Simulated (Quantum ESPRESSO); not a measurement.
# Magnetic state of CrIrO4 from several starts, part 2 of 2

Aim: find out which collinear order of CrIrO4 costs least.

Quantum ESPRESSO 7.5; LDA; plane waves with GBRV 1.5 LDA potentials, no spin-orbit coupling.

So far, absolute magnetization (μB): step 2 (run 1 (ferro ++)) 2.55.

### Step 3. Run 2 (ferri +−)

Contents of pw.py:

```python
from ase import Atoms
from ase.calculators.espresso import Espresso, EspressoProfile

atoms = Atoms(['Cr', 'Ir', 'O', 'O', 'O', 'O'],
    cell=[[3.15127602, -3.16799643, 0.0],
         [3.15127602, 3.16799643, 0.0],
         [0.0, 0.0, 3.06507497]],
    scaled_positions=[[0.0, 0.0, 0.5],
         [0.5, 0.5, 0.0],
         [0.80924638, 0.80924638, 0.0],
         [0.69826365, 0.30173635, 0.5],
         [0.19075362, 0.19075362, 0.0],
         [0.30173635, 0.69826365, 0.5]],
    pbc=True,
    magmoms=[3.0, -1.0, 0.0, 0.0, 0.0, 0.0])
input_data = {
    'control': {'calculation': 'scf', 'prefix': 'pwscf', 'outdir': './tmp', 'disk_io': 'nowf', 'tprnfor': True, 'tstress': True},
    'system': {'ecutwfc': 40.0, 'ecutrho': 280.0, 'nbnd': 38, 'occupations': 'smearing', 'smearing': 'fd', 'degauss': 0.00999582, 'nspin': 2},
    'electrons': {'conv_thr': 1.2e-08, 'electron_maxstep': 150, 'mixing_beta': 0.3},
}
atoms.calc = Espresso(
    profile=EspressoProfile(command='mpirun -n 2 pw.x -nk 2', pseudo_dir='pseudo'),
    pseudopotentials={'Cr': 'cr_lda_v1.5.uspp.F.UPF', 'Ir': 'ir_lda_v1.2.uspp.F.UPF', 'O': 'o_lda_v1.2.uspp.F.UPF'},
    input_data=input_data,
    kpts=(8, 8, 8),
    koffset=(0, 0, 0))
energy = atoms.get_potential_energy(force_consistent=True)
print(f'free energy: {energy:.6f} eV')
print('site moments (muB):', atoms.get_magnetic_moments().round(3))
```

Launch:

```sh
OMP_NUM_THREADS=1 python3 pw.py > pw.log
```

The log of the run:

```text
[banner, memory and clock lines left out]
free energy: -6619.894940 eV
site moments (muB): [ 1.672 -0.163 -0.053 -0.042 -0.053 -0.042]

--- espresso.pwo ---
Program PWSCF v.7.5 starts

Warning: card &CELL ignored
Warning: card &FCP ignored
Warning: card &RISM ignored

     Message from routine setup:
     using ibrav=0 with symmetry is DISCOURAGED, use correct ibrav instead

     bravais-lattice index     =            0
     lattice parameter (alat)  =       8.4441  a.u.
     unit-cell volume          =     412.9893 (a.u.)^3
     number of atoms/cell      =            6
     number of atomic types    =            3
     number of electrons       =        53.00
     number of Kohn-Sham states=           38
     kinetic-energy cutoff     =      40.0000  Ry
     charge density cutoff     =     280.0000  Ry
     scf convergence threshold =      1.2E-08
     mixing beta               =       0.3000
     number of iterations used =            8  plain     mixing
     Exchange-correlation= SLA  PZ   NOGX NOGC
                           (   1   1   0   0   0   0   0)

     celldm(1)=   8.444083  celldm(2)=   0.000000  celldm(3)=   0.000000
     celldm(4)=   0.000000  celldm(5)=   0.000000  celldm(6)=   0.000000

     crystal axes: (cart. coord. in units of alat)
               a(1) = (   0.705233  -0.708975   0.000000 )
               a(2) = (   0.705233   0.708975   0.000000 )
               a(3) = (   0.000000   0.000000   0.685942 )

     reciprocal axes: (cart. coord. in units 2 pi/alat)
               b(1) = (  0.708985 -0.705243  0.000000 )
               b(2) = (  0.708985  0.705243 -0.000000 )
               b(3) = ( -0.000000  0.000000  1.457849 )

     PseudoPot. # 1 for Cr read from file:
     cr_lda_v1.5.uspp.F.UPF
     Pseudo is Ultrasoft + core correction, Zval = 14.0

     PseudoPot. # 2 for Ir read from file:
     ir_lda_v1.2.uspp.F.UPF
     Pseudo is Ultrasoft + core correction, Zval = 15.0

     PseudoPot. # 3 for O  read from file:
     o_lda_v1.2.uspp.F.UPF
     Pseudo is Ultrasoft + core correction, Zval =  6.0

     atomic species   valence    mass     pseudopotential
     Cr               14.00    51.99610     Cr( 1.00)
     Ir               15.00   192.21700     Ir( 1.00)
     O                 6.00    15.99900     O ( 1.00)

     Starting magnetic structure
     atomic species   magnetization
     Cr              0.214
     Ir             -0.067
     O               0.000

      8 Sym. Ops., with inversion, found

   Cartesian axes

     site n.     atom                  positions (alat units)
         1        Cr     tau(   1) = (   0.0000000   0.0000000   0.3429711  )
         2        Ir     tau(   2) = (   0.7052334   0.0000000   0.0000000  )
         3        O      tau(   3) = (   1.1414151  -0.0000000   0.0000000  )
         4        O      tau(   4) = (   0.7052334  -0.2811280   0.3429711  )
         5        O      tau(   5) = (   0.2690516   0.0000000   0.0000000  )
         6        O      tau(   6) = (   0.7052334   0.2811280   0.3429711  )

     number of k points=   105  Fermi-Dirac smearing, width (Ry)=  0.0100

     Number of k-points >= 100: set verbosity='high' to print them.

     Dense  grid:    32743 G-vectors     FFT dimensions: (  45,  45,  32)

     Smooth grid:    14105 G-vectors     FFT dimensions: (  36,  36,  24)

     Check: negative core charge=   -0.000004
     Generating pointlists ...
     new r_m :   0.1765 (alat units)  1.4903 (a.u.) for type    1
     new r_m :   0.1799 (alat units)  1.5193 (a.u.) for type    2
     new r_m :   0.1765 (alat units)  1.4903 (a.u.) for type    3

     Initial potential from superposition of free atoms

     starting charge      51.5000, renormalised to      53.0000

     negative rho (up, down):  1.696E-01 1.935E-01
     Starting wfcs are   38 randomized atomic wfcs

     Self-consistent Calculation

     iteration #  1     ecut=    40.00 Ry     beta= 0.30
     Davidson diagonalization with overlap
     ethr =  1.00E-02,  avg # of iterations =  5.6

     negative rho (up, down):  1.399E-01 1.573E-01

     total energy              =    -479.19338882 Ry
     estimated scf accuracy    <      19.05084973 Ry

     total magnetization       =     1.57 Bohr mag/cell
     absolute magnetization    =     1.72 Bohr mag/cell

     iteration #  2     ecut=    40.00 Ry     beta= 0.30
     Davidson diagonalization with overlap
     ethr =  1.00E-02,  avg # of iterations =  2.9

     negative rho (up, down):  1.504E-01 1.659E-01

     total energy              =    -486.29819856 Ry
     estimated scf accuracy    <      24.79841271 Ry

     total magnetization       =     0.07 Bohr mag/cell
     absolute magnetization    =     0.22 Bohr mag/cell

     [... further iterations left out ...]

     iteration # 18     ecut=    40.00 Ry     beta= 0.30
     Davidson diagonalization with overlap
     ethr =  1.45E-10,  avg # of iterations =  2.0

     negative rho (up, down):  1.481E-01 1.587E-01

     total energy              =    -486.55334639 Ry
     estimated scf accuracy    <       0.00000003 Ry

     total magnetization       =     1.62 Bohr mag/cell
     absolute magnetization    =     2.55 Bohr mag/cell

     iteration # 19     ecut=    40.00 Ry     beta= 0.30
     Davidson diagonalization with overlap
     ethr =  5.00E-11,  avg # of iterations =  1.0

     negative rho (up, down):  1.481E-01 1.587E-01

     Magnetic moment per site  (integrated on atomic sphere of radius R)
     atom   1 (R=0.176)  charge= 10.6365  magn=  1.6715
     atom   2 (R=0.180)  charge=  9.4760  magn= -0.1627
     atom   3 (R=0.176)  charge=  5.2636  magn= -0.0526
     atom   4 (R=0.176)  charge=  5.2718  magn= -0.0418
     atom   5 (R=0.176)  charge=  5.2636  magn= -0.0526
     atom   6 (R=0.176)  charge=  5.2718  magn= -0.0418

     End of self-consistent calculation

     Number of k-points >= 100: set verbosity='high' to print the bands.

     the Fermi energy is    11.9577 ev

!    total energy              =    -486.55334639 Ry
     estimated scf accuracy    <          4.0E-09 Ry
     smearing contrib. (-TS)   =      -0.01049377 Ry
     internal energy E=F+TS    =    -486.54285262 Ry

     The total energy is F=E-TS. E is the sum of the following terms:
     one-electron contribution =    -153.07093310 Ry
     hartree contribution      =     107.68914306 Ry
     xc contribution           =    -100.85331139 Ry
     ewald contribution        =    -340.30775119 Ry

     total magnetization       =     1.62 Bohr mag/cell
     absolute magnetization    =     2.55 Bohr mag/cell

     convergence has been achieved in  19 iterations

     negative rho (up, down):  1.481E-01 1.587E-01

     Forces acting on atoms (cartesian axes, Ry/au):

     atom    1 type  1   force =     0.00000000    0.00000000    0.00000000
     atom    2 type  2   force =     0.00000000    0.00000000    0.00000000
     atom    3 type  3   force =     0.01417963   -0.00000000    0.00000000
     atom    4 type  3   force =    -0.00000000   -0.00127363    0.00000000
     atom    5 type  3   force =    -0.01417963    0.00000000    0.00000000
     atom    6 type  3   force =    -0.00000000    0.00127363    0.00000000

     Total force =     0.020134     Total SCF correction =     0.000047

     Computing stress (Cartesian axis) and pressure

     negative rho (up, down):  1.481E-01 1.587E-01
          total   stress  (Ry/bohr**3)                   (kbar)     P=     -125.69
  -0.00069114   0.00000000   0.00000000         -101.67        0.00        0.00
  -0.00000000  -0.00081957   0.00000000           -0.00     -120.56        0.00
   0.00000000   0.00000000  -0.00105250            0.00        0.00     -154.83
```

Run time: 79 s. Hardware: 2 MPI ranks of AMD EPYC 9R45, shared host; peak memory 0.61 GiB.

Spin moment in the atom's sphere by atom:

```
atom  spin moment in the atom's sphere (μB)
 Cr1                                   1.67
 Ir2                                  -0.16
  O3                                  -0.05
  O4                                  -0.04
  O5                                  -0.05
  O6                                  -0.04
```

This step gave:

| Quantity | Value |
| --- | --- |
| smearing term TS | 0.1428 eV |
| pressure | -12.57 GPa |
| magnetization | 1.624 μB |
| absolute magnetization | 2.548 μB |
| final state | ferrimagnetic |

### Step 4. Start 3: no spin polarisation

pw.py: that of step 3 with these lines changed.

```diff
@@ -13,7 +13,6 @@
          [0.30173635, 0.69826365, 0.5]],
-    pbc=True,
-    magmoms=[3.0, -1.0, 0.0, 0.0, 0.0, 0.0])
+    pbc=True)
 input_data = {
     'control': {'calculation': 'scf', 'prefix': 'pwscf', 'outdir': './tmp', 'disk_io': 'nowf', 'tprnfor': True, 'tstress': True},
-    'system': {'ecutwfc': 40.0, 'ecutrho': 280.0, 'nbnd': 38, 'occupations': 'smearing', 'smearing': 'fd', 'degauss': 0.00999582, 'nspin': 2},
+    'system': {'ecutwfc': 40.0, 'ecutrho': 280.0, 'nbnd': 37, 'occupations': 'smearing', 'smearing': 'fd', 'degauss': 0.00999582},
     'electrons': {'conv_thr': 1.2e-08, 'electron_maxstep': 150, 'mixing_beta': 0.3},
@@ -28,2 +27 @@
 print(f'free energy: {energy:.6f} eV')
-print('site moments (muB):', atoms.get_magnetic_moments().round(3))
```

Launch:

```sh
OMP_NUM_THREADS=1 python3 pw.py > pw.log
```

The log of the run:

```text
     [... lines left out ...]
free energy: -6619.543889 eV
--- espresso.pwo ---
Program PWSCF v.7.5 starts
     [... lines left out ...]
     number of atoms/cell      =            6
     [... lines left out ...]
     number of electrons       =        53.00
     number of Kohn-Sham states=           37
     kinetic-energy cutoff     =      40.0000  Ry
     charge density cutoff     =     280.0000  Ry
     scf convergence threshold =      1.2E-08
     [... lines left out ...]
      8 Sym. Ops., with inversion, found
     [... lines left out ...]
     number of k points=   105  Fermi-Dirac smearing, width (Ry)=  0.0100
     [... lines left out ...]
     iteration # 16     ecut=    40.00 Ry     beta= 0.30
     [... lines left out ...]
     the Fermi energy is    12.0197 ev
!    total energy              =    -486.52754461 Ry
     estimated scf accuracy    <          1.7E-09 Ry
     smearing contrib. (-TS)   =      -0.02207143 Ry
     [... lines left out ...]
     convergence has been achieved in  16 iterations
     [... lines left out ...]
     Total force =     0.044355     Total SCF correction =     0.000130
     [... lines left out ...]
          total   stress  (Ry/bohr**3)                   (kbar)     P=     -148.59
     [... lines left out ...]
```

Run time: 36 s. Hardware: 2 MPI ranks; peak memory 0.44 GiB; 71 s of CPU time.

Numbers from this step:

```yaml
smearing_term_ts: 0.3003 eV
pressure: -14.86 GPa
final_state: non-magnetic (no spin polarisation)
```

### Step 5. Ranking

An order is kept where moments of 0.15 μB or more survive with the typed signs; meshes match where a doubled cell samples the same k points as the first cell.

Ferrimagnetic means that a moment over 0.15 μB on a transition or rare-earth metal, induced ones included, opposes the net moment. Orders:

```
               start    final state  typed order kept  energy over the lowest (meV a seeded atom)  largest site moment (μB)  net moment (μB a cell of the first run)  mesh matched  CPU time (s)
            ferro ++  ferrimagnetic                no                                           0                     1.671                                    1.623           yes         162.2
            ferri +-  ferrimagnetic               yes                                           0                     1.671                                    1.624           yes         156.5
no spin polarisation   non-magnetic                 -                                       175.5                         0                                        0           yes         71.33
```

### Step 6. What came out

- lowest state found: ferrimagnetic (from ferro ++ and ferri +-)
- largest site moment: 1.67 μB
- state without moments: 176 meV a seeded atom higher

In words: 1 start left the typed signs, so such an energy belongs to the state reached, not the one typed. Only these 3 starts were compared; other wavevectors, canted and longer-period orders were not. Energies are free energies at an electronic temperature of 1580 K, which lowers moments and differences where the moments are itinerant. No Hubbard term acts here. In such compounds local and semilocal functionals without one often delocalise the d electrons, and can shrink or lose moments and miss the size, sign and order of the couplings. The smearing term is large for its width, so states at the Fermi level are partly filled: at this level the cell is a metal or has a gap of a few widths at most.

[Logs and program files are shortened in this print: banners, set-up blocks, solver, clock and traceback lines can be left out without a mark of their own.]

[Logs are printed without paths, hosts, clocks, repeated set-up lines and the standing remarks that a program may print on its own settings, such as how far it seeks lower states.]

[Hosts, paths, dates, database ids (printed as entryN), source tags and the programs' standing remarks are cut or masked in the printed files.]

[Where a cell is said to come from a database of computed structures, the database is the Materials Project.]
